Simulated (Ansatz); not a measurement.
# Moving the knobs of a GW run on LiNbO3 (R3c)

Aim: change settings of a G0W0 run on LiNbO3 (R3c) and see what moves.

Main program and level: Ansatz 0.2.0; G0W0 on PBE, plane waves, PAW; PAW set soft_1.

## Step 1: The structure

The structure is trigonal, space group R3c (No. 161). Conventional cell: a = 5.152 Å, b = 5.152 Å, c = 13.869 Å, α = 90.00°, β = 90.00°, γ = 120.00°. Nearest to Li lie 6 O at 2.07 to 2.24 Å. Nb has 6 O at 1.88 to 2.13 Å nearest. Nearest to O lie 2 Nb at 1.88 to 2.13 Å and 2 Li at 2.07 to 2.24 Å. Farther neighbours and most contacts between anions are not listed.

The cell and positions come from the Crystallography Open Database and are kept as given unless a step says otherwise.

## Step 2: The base run: 4×4×4 mesh, 241 empty bands, screening to 100 eV, PAW set soft_1 files

G0W0 replaces the xc potential by the self-energy, built once from these orbitals. Only a window of levels is corrected, while the sums run over the empty bands that the input names. This step takes PAW set soft_1 files.

Input file input.yaml:

```yaml
crystal:
  lattice:
    - [2.5758, 1.4871388234, 4.623]
    - [-2.5758, 1.4871388234, 4.623]
    - [0.0, -2.9742776468, 4.623]
  atoms:
    - { symbol: Li, position: [0.2815, 0.2815, 0.2815] }
    - { symbol: Li, position: [0.7815, 0.7815, 0.7815] }
    - { symbol: Nb, position: [5.5e-05, 5.5e-05, 5.5e-05] }
    - { symbol: Nb, position: [0.500055, 0.500055, 0.500055] }
    - { symbol: O, position: [0.11231, 0.35836, 0.71959] }
    - { symbol: O, position: [0.71959, 0.11231, 0.35836] }
    - { symbol: O, position: [0.35836, 0.71959, 0.11231] }
    - { symbol: O, position: [0.21959, 0.85836, 0.61231] }
    - { symbol: O, position: [0.85836, 0.61231, 0.21959] }
    - { symbol: O, position: [0.61231, 0.21959, 0.85836] }
kpoints:
  mp_grid: { grid: [4, 4, 4] }
hamiltonian:
  xc: pbe
  pseudopotentials: { kind: paw, azcp: { folder: soft_1 } }
scf:
  occupations: { method: fixed }
gw:
  n_empty_bands: 241
  ecut_chi: 100
  qp_bands: [v3, c3]
  qp_kpoints: band_edges
  screening: { model: contour_deformation }
```

The run is started by

```console
ansatz run input.yaml --threads 3 --pin off --max-ram 92160MiB --backend cuda --events-out ev --progress --plain --runs-dir out --devices 1 --max-vram 13GiB
```

Numbers of over 12 decimals in the logs are rounded to 6 here.

Log:

```text
GPUs: using 1 of 1 available (devices: 1).
Engine: ansatz 0.2.0, x86_64-unknown-linux-gnu
Pseudopotentials: kind: paw
Pseudopotential: Li, paw, valence charge 3, recommended cutoff 420 eV (normal), soft_1/Li.paw.azcp
Pseudopotential: Nb, paw, valence charge 13, recommended cutoff 420 eV (normal), soft_1/Nb.paw.azcp
Pseudopotential: O, paw, valence charge 6, recommended cutoff 420 eV (normal), soft_1/O.paw.azcp
Functional definition: PBE
  parameter kappa = 0.804
  parameter beta = 0.066725
  exchange = pbe_x(kappa = kappa, mu = beta*pi^2/3)
  correlation = pbe_c(beta = beta)
device memory: the entry about to start is reckoned to put 2.4 GiB on a device that reports 35.6 GiB free (of which the cap on the GPU budget leaves the run 13.0 GiB)
GPU FFT provider: cuFFT
GPU libraries: cuBLAS 13.8.2, cuFFT 12.4.0, cuSOLVER 12.3.4
Crystal: 10 atoms, lattice volume = 106.252 Å³
Basis set: ecut = 420 eV, 2091 PW (Γ)
Bands: 44, of which v1, the nominal top of the filled ones, is band 34 counted from 1 (33 counted from 0)
Symmetry: 6 space group operations
Space group: R3c (ITA 161), of the structure as read, at distance tolerance 4.7e-5 Å
k-points: 13 of 64 (time reversal used)
Non-local potential: Li, projectors of the file, l = 0: 3, l = 1: 2, l = 2: 1
Non-local potential: Nb, projectors of the file, l = 0: 3, l = 1: 2, l = 2: 2, l = 3: 1
Non-local potential: O, projectors of the file, l = 0: 2, l = 1: 2, l = 2: 1
PAW form: soft (Blöchl's): semilocal exchange-correlation on the pseudo side does not see the compensation charge
PAW one-centre angular grid: Li, 110 points (default); XC on 96 Gauss nodes
PAW one-centre angular grid: Nb, 590 points (default); XC on 64 Gauss nodes
PAW one-centre angular grid: O, 110 points (default); XC on 64 Gauss nodes
Initial density: superposition of atomic densities (chi_scale 0.1, normalization cell, long waves kept (reshape's long-wave potential 0.00 eV rms))
Initial wavefunctions: pseudopotential atomic-orbital guess
GPU buffer pool allocated for 64000 grid points (all kernels)
GPU transforms: local potential and band sums: pruned to the plane-wave sphere, on 40×40×40
Functional: x = pbe(κ = 0.804, μ = 0.219515), c = pbe(β = 0.066725)
SCF iter   1: F=—  HF=-12931.266377 eV  |F-HF|=—  |Δ(HF+E_count)|=         —  Δρ=9.52e-2  dr2=9.94e0  ethr=3.10e-3  ⟨swp⟩=4.0  Hψ=2010  notcnv=0  defer=61
preconditioner: auto → Resta (q_TF=auto, 2.533 Å⁻¹)  ε∞=4.9  [insulator: Δε(μ)=4.999 eV  Ē_g=12.681 eV  n_scr=26 (ndim 8)  ℏωp=25.0 eV  f_vac=0.000  ε∞_Penn≈4.9]
SCF iter   2: F=—  HF=-12929.577406 eV  |F-HF|=—  |Δ(HF+E_count)|=    1.69e0  Δρ=4.65e-2  dr2=9.81e-1  ethr=3.10e-3  ⟨swp⟩=2.0  Hψ=1069  notcnv=0  defer=60
[...]
NSCF: frozen V_eff on 1 k-points
SCF converged after 9 iterations
Free energy (F): -12929.529234 eV
Harris-Foulkes:  -12929.529234 eV  (|F-HF|=2.78e-9)
Internal energy: -12929.529234 eV  (E = F + TS)
E sigma→0 (E₀):  -12929.529234 eV
Fermi energy:    7.227932 eV
--- Per-component energies (eV) ---
  E_band       = -524.419154
  E_kinetic    = 1794.698019
  E_local      = -4202.320460  (includes V_loc(G=0)·N_el)
  E_nonlocal   = 453.140253
  E_hartree    = 1466.289269
  E_xc         = -782.158574
  E_vxc        = -976.368759  (∫ρ·V_xc dr)
  E_paw        = -7185.268672  (= ΣΔE_a)
  E_vpaw       = -526.151540  (= ΣTr[D̂ρ^β])
  E_aug_tail   = 0.005261  (compensation charges beyond the density's cutoff)
  E_ewald      = -4473.914330
  E_smearing   = -0.000000  (= −TS)
  E_closure    = -0.000000  (closes the sum)
  Σ components = -12929.529234   (vs F -12929.529234, Δ=0.00e0)
--- Band table (eV; the first three rows and the last of 13) ---
  k-point 0: bands = [... 30 lower, 6.5393, 6.7578, 7.2279, 7.2279, 10.8490, 10.8490, 11.3180, 12.4303, ... 6 higher]
  k-point 1: bands = [... 30 lower, 6.7637, 6.8301, 7.0270, 7.1532, 10.8983, 11.0123, 11.4519, 12.1605, ... 6 higher]
  k-point 2: bands = [... 30 lower, 6.9386, 6.9386, 7.0139, 7.0139, 11.1552, 11.1552, 11.9774, 11.9774, ... 6 higher]
  k-point 12: bands = [... 30 lower, 6.9163, 6.9163, 6.9163, 6.9163, 11.9014, 11.9014, 12.0999, 12.0999, ... 6 higher]
--- G₀W₀: contour deformation, 6 samples at zero and on the imaginary axis and 1 off it, 64 q-points, 241 empty bands' worth ---
  eigenvalues of the whole cell's RPA ε∞ on this k-mesh (on a slab, of 1 + 4πα/V) = 4.9655, 5.1747, 5.1747; static W/v taken at q = 0 is 0.195783
  bands read: the sum over 275 bands ends inside a degenerate multiplet in 3 slots, whose members it reads at an even weight; the widest, k=12: bands 273 to 276 (counted from 1) at 3/4 each
  gw.qp_kpoints: band_edges: 13 of 13 stored k-points solved, in 1 pass; an edge of the gap read off the rows below is read off those points alone
    ik  band        ε_KS         Σx   Σc(E_QP)       V_xc       Z   E_QP_lin       E_QP  E_QP is
     0    32      6.7578   -25.9670     4.9262   -20.5814  0.7352     6.2945     6.2983  root
     0    33      7.2279   -25.7868     4.7317   -20.6816  0.7353     6.8522     6.8545  root
     0    34      7.2279   -25.7868     4.7317   -20.6816  0.7353     6.8522     6.8545  root
     0    35     10.8490   -13.7809    -4.7502   -19.6755  0.7770    12.0113    11.9934  root
     0    36     10.8490   -13.7809    -4.7502   -19.6755  0.7770    12.0113    11.9934  root
     0    37     11.3180   -14.0311    -4.7398   -19.9127  0.7694    12.4798    12.4599  root
     1    32      6.8301   -25.6584     4.7363   -20.5040  0.7344     6.4089     6.4120  root
     1    33      7.0270   -25.4550     4.7426   -20.3005  0.7330     6.6121     6.6151  root
[...]
12    34      6.9163   -25.5578     4.7620   -20.3797  0.7328     6.4971     6.5002  root
    12    35     11.9014   -13.8561    -5.1749   -20.2080  0.7612    13.1031    13.0785  root
    12    36     11.9014   -13.8561    -5.1749   -20.2080  0.7612    13.1031    13.0785  root
    12    37     12.0999   -14.7308    -5.1026   -21.0986  0.7552    13.3956    13.3652  root
```

The job ended after 22 s (1 × NVIDIA H100 80GB HBM3 (shared by 6 runs) with 3 threads of AMD EPYC 7R13 (Zen 3), shared host; peak memory 1.3 GiB).

Reading the cycles: dr2 is the Hartree energy of the density residual (eV), the measure of convergence; HF is the Harris–Foulkes estimate of the energy, which meets the free energy F at convergence.

This step gave:

* bands summed: 275
* RPA ε∞ on this mesh (eigenvalues): 4.966, 5.175, 5.175
* plane waves in the screening matrix: 247
* q-points in the mesh: 64
* G0W0 gap on the mesh: 5.134 eV
* k of the valence top: 0, 0, 0
* k of the conduction bottom: 0, 0.25, -0.5
* starting gap on the mesh: 3.619 eV
* Z at the valence top: 0.7353
* Z at the conduction bottom: 0.7780
* least direct G0W0 gap on the computed points: 5.139 eV

The gap on the mesh goes from 3.62 eV to 5.13 eV, a correction of +1.51 eV. Between the two edge states, bare exchange in place of the xc potential would open the gap by 11.05 eV, and correlation takes back 9.53 eV.

## Step 3: Variant: wavefunction cutoff

input.yaml: that of step 2 with these lines changed.

```diff
@@ -29 +29,3 @@
   screening: { model: contour_deformation }
+basis:
+  ecutwfc: 350
```

Log:

```text
Warning: basis.ecutwfc = 350 eV is below the records' recommended 420 eV, and the density's cutoff is lower with it unless basis.ecutrho_ratio is high enough to keep the records' density cutoff: compare with a run at a higher cutoff
GPUs: using 1 of 1 available (devices: 1).
[...]
GPU FFT provider: cuFFT
GPU libraries: cuBLAS 13.8.2, cuFFT 12.4.0, cuSOLVER 12.3.4
Crystal: 10 atoms, lattice volume = 106.252 Å³
Basis set: ecut = 350 eV, 1593 PW (Γ)
Bands: 44, of which v1, the nominal top of the filled ones, is band 34 counted from 1 (33 counted from 0)
Symmetry: 6 space group operations
[...]
k-points: 13 of 64 (time reversal used)
[...]
GPU buffer pool allocated for 46656 grid points (all kernels)
[...]
SCF iter   1: F=—  HF=-12930.898449 eV  |F-HF|=—  |Δ(HF+E_count)|=         —  Δρ=9.37e-2  dr2=9.75e0  ethr=3.10e-3  ⟨swp⟩=4.0  Hψ=1964  notcnv=0  defer=60
[...]
SCF iter   9: F=-12929.179370 eV  HF=-12929.179370 eV  |F-HF|=2.73e-9  |Δ(HF+E_count)|=   1.58e-7  Δρ=1.90e-6  dr2=3.64e-9  ethr=1.47e-10  ⟨swp⟩=9.0  Hψ=1862  notcnv=0
SCF 1 converged in 9 iterations: F = -12929.179370 eV  dr2 = 3.64e-9
[...]
NSCF: frozen V_eff on 13 k-points
[...]
G₀W₀ screening: q 1/13
[... further progress lines ...]
[...]
SCF converged after 9 iterations
Free energy (F): -12929.179370 eV
[...]
Internal energy: -12929.179370 eV  (E = F + TS)
E sigma→0 (E₀):  -12929.179370 eV
Fermi energy:    7.226732 eV
[...]
--- Band table (eV; the first three rows and the last of 13) ---
  k-point 0: bands = [... 30 lower, 6.5377, 6.7561, 7.2267, 7.2267, 10.8467, 10.8467, 11.3153, 12.4267, ... 6 higher]
  k-point 1: bands = [... 30 lower, 6.7628, 6.8282, 7.0269, 7.1532, 10.8960, 11.0102, 11.4495, 12.1583, ... 6 higher]
  k-point 2: bands = [... 30 lower, 6.9389, 6.9389, 7.0134, 7.0134, 11.1533, 11.1533, 11.9756, 11.9756, ... 6 higher]
  k-point 12: bands = [... 30 lower, 6.9162, 6.9162, 6.9162, 6.9162, 11.8988, 11.8988, 12.0973, 12.0973, ... 6 higher]
[...]
0    32      6.7561   -25.9612     4.9315   -20.5670  0.7351     6.2895     6.2934  root
     0    33      7.2267   -25.7794     4.7368   -20.6654  0.7352     6.8471     6.8495  root
     0    34      7.2267   -25.7794     4.7368   -20.6654  0.7352     6.8471     6.8495  root
     0    35     10.8467   -13.7789    -4.7446   -19.6727  0.7770    12.0140    11.9959  root
     0    36     10.8467   -13.7789    -4.7446   -19.6727  0.7770    12.0140    11.9959  root
     0    37     11.3153   -14.0288    -4.7342   -19.9093  0.7694    12.4816    12.4614  root
     1    32      6.8282   -25.6520     4.7414   -20.4898  0.7343     6.4042     6.4073  root
     1    33      7.0269   -25.4463     4.7480   -20.2822  0.7329     6.6078     6.6108  root
[...]
12    34      6.9162   -25.5497     4.7671   -20.3620  0.7327     6.4925     6.4956  root
    12    35     11.8988   -13.8553    -5.1688   -20.2055  0.7611    13.1052    13.0802  root
    12    36     11.8988   -13.8553    -5.1688   -20.2055  0.7611    13.1052    13.0802  root
    12    37     12.0973   -14.7281    -5.0960   -21.0936  0.7552    13.3975    13.3668  root
```

It took 19 s on 1 × NVIDIA H100 80GB HBM3 (shared by 6 runs) with 3 threads; peak memory 1.3 GiB; 28 s of CPU time.

The G0W0 gap on the mesh is 5.142 eV.

Against the base:

```tsv
setting	base	variant
typed cutoff	-	350
```

```tsv
quantity	variant	base
starting gap on the mesh	3.618	3.619
G0W0 gap on the mesh	5.142	5.134
least direct G0W0 gap on the computed points	5.146	5.139
Z at the valence top	0.735	0.735
Z at the conduction bottom	0.778	0.778
```

## Step 4: Variant: accuracy level

input.yaml: that of step 3 with these lines changed.

```diff
@@ -29,3 +29,2 @@
   screening: { model: contour_deformation }
-basis:
-  ecutwfc: 350
+accuracy: high
```

Log:

```text
GPUs: using 1 of 1 available (devices: 1).
[...]
GPU FFT provider: cuFFT
GPU libraries: cuBLAS 13.8.2, cuFFT 12.4.0, cuSOLVER 12.3.4
Crystal: 10 atoms, lattice volume = 106.252 Å³
Basis set: ecut = 420 eV, 2091 PW (Γ)
Bands: 44, of which v1, the nominal top of the filled ones, is band 34 counted from 1 (33 counted from 0)
Symmetry: 6 space group operations
[...]
k-points: 13 of 64 (time reversal used)
[...]
GPU buffer pool allocated for 91125 grid points (all kernels)
[...]
SCF iter   1: F=—  HF=-12931.266441 eV  |F-HF|=—  |Δ(HF+E_count)|=         —  Δρ=9.52e-2  dr2=9.94e0  ethr=3.10e-3  ⟨swp⟩=4.0  Hψ=2010  notcnv=0  defer=61
[...]
SCF iter   9: F=-12929.529264 eV  HF=-12929.529264 eV  |F-HF|=2.77e-9  |Δ(HF+E_count)|=   1.64e-7  Δρ=1.91e-6  dr2=4.01e-9  ethr=1.47e-10  ⟨swp⟩=9.2  Hψ=1875  notcnv=0
SCF 1 converged in 9 iterations: F = -12929.529264 eV  dr2 = 4.01e-9
[...]
G₀W₀ screening: q 1/13
[... further progress lines ...]
[...]
SCF converged after 9 iterations
Free energy (F): -12929.529264 eV
[...]
Internal energy: -12929.529264 eV  (E = F + TS)
E sigma→0 (E₀):  -12929.529264 eV
Fermi energy:    7.227927 eV
[...]
--- Band table (eV; the first three rows and the last of 13) ---
  k-point 0: bands = [... 30 lower, 6.5393, 6.7578, 7.2279, 7.2279, 10.8490, 10.8490, 11.3180, 12.4303, ... 6 higher]
  k-point 1: bands = [... 30 lower, 6.7637, 6.8301, 7.0270, 7.1531, 10.8983, 11.0123, 11.4519, 12.1605, ... 6 higher]
  k-point 2: bands = [... 30 lower, 6.9386, 6.9386, 7.0139, 7.0139, 11.1552, 11.1552, 11.9774, 11.9774, ... 6 higher]
  k-point 12: bands = [... 30 lower, 6.9163, 6.9163, 6.9163, 6.9163, 11.9014, 11.9014, 12.0999, 12.0999, ... 6 higher]
[...]
0    32      6.7578   -25.9670     4.9262   -20.5814  0.7352     6.2945     6.2983  root
     0    33      7.2279   -25.7868     4.7317   -20.6816  0.7353     6.8522     6.8545  root
     0    34      7.2279   -25.7868     4.7317   -20.6816  0.7353     6.8522     6.8545  root
     0    35     10.8490   -13.7809    -4.7501   -19.6755  0.7769    12.0113    11.9935  root
     0    36     10.8490   -13.7809    -4.7501   -19.6755  0.7769    12.0113    11.9935  root
     0    37     11.3180   -14.0311    -4.7395   -19.9127  0.7694    12.4798    12.4601  root
     1    32      6.8301   -25.6584     4.7363   -20.5040  0.7344     6.4089     6.4120  root
     1    33      7.0270   -25.4550     4.7426   -20.3005  0.7330     6.6121     6.6151  root
[...]
12    34      6.9163   -25.5578     4.7620   -20.3797  0.7327     6.4971     6.5002  root
    12    35     11.9014   -13.8561    -5.1748   -20.2080  0.7612    13.1031    13.0786  root
    12    36     11.9014   -13.8561    -5.1748   -20.2080  0.7612    13.1031    13.0786  root
    12    37     12.0999   -14.7308    -5.1024   -21.0986  0.7552    13.3955    13.3653  root
```

Wall time 20 s (1 × NVIDIA H100 80GB HBM3 (shared by 6 runs) with 3 threads); peak memory 1.3 GiB; 28 s of CPU time.

The G0W0 gap on the mesh is 5.134 eV.

Against the base:

```tsv
setting	base	variant
accuracy	-	high
```

```tsv
quantity	variant	base
starting gap on the mesh	3.619	3.619
G0W0 gap on the mesh	5.134	5.134
least direct G0W0 gap on the computed points	5.139	5.139
Z at the valence top	0.735	0.735
Z at the conduction bottom	0.778	0.778
```

## Step 5: What came out

* base: 5.13 eV, 22 s
* wavefunction cutoff: 5.14 eV, 19 s
* accuracy level: 5.13 eV, 20 s

In words: Wavefunction cutoff: the gap moves by +0.01 eV (the plane-wave cutoff goes from 420 to 350 eV). Accuracy level: the gap moves by +0.0001 eV. All runs here use a coarse mesh and modest cutoffs; they test settings and are not final values. The many-body steps are scalar-relativistic: spin-orbit coupling is not in them.

[Paths, hosts, dates, memory and timing lines, banners, echoed tables and standing remarks are left out of the program output.]

[Logs are printed without paths, hosts, clocks, repeated set-up lines and the standing remarks that a program may print on its own settings, such as how far it seeks lower states.]

[Runs of the session that timed out or met a known fault of the program may be left out.]

[Cells called generated may have been cut or substituted from an entry of the Crystallography Open Database or the Materials Project.]

[Hosts, paths, dates, database ids (printed as entryN), source tags and the programs' standing remarks are cut or masked in the printed files.]
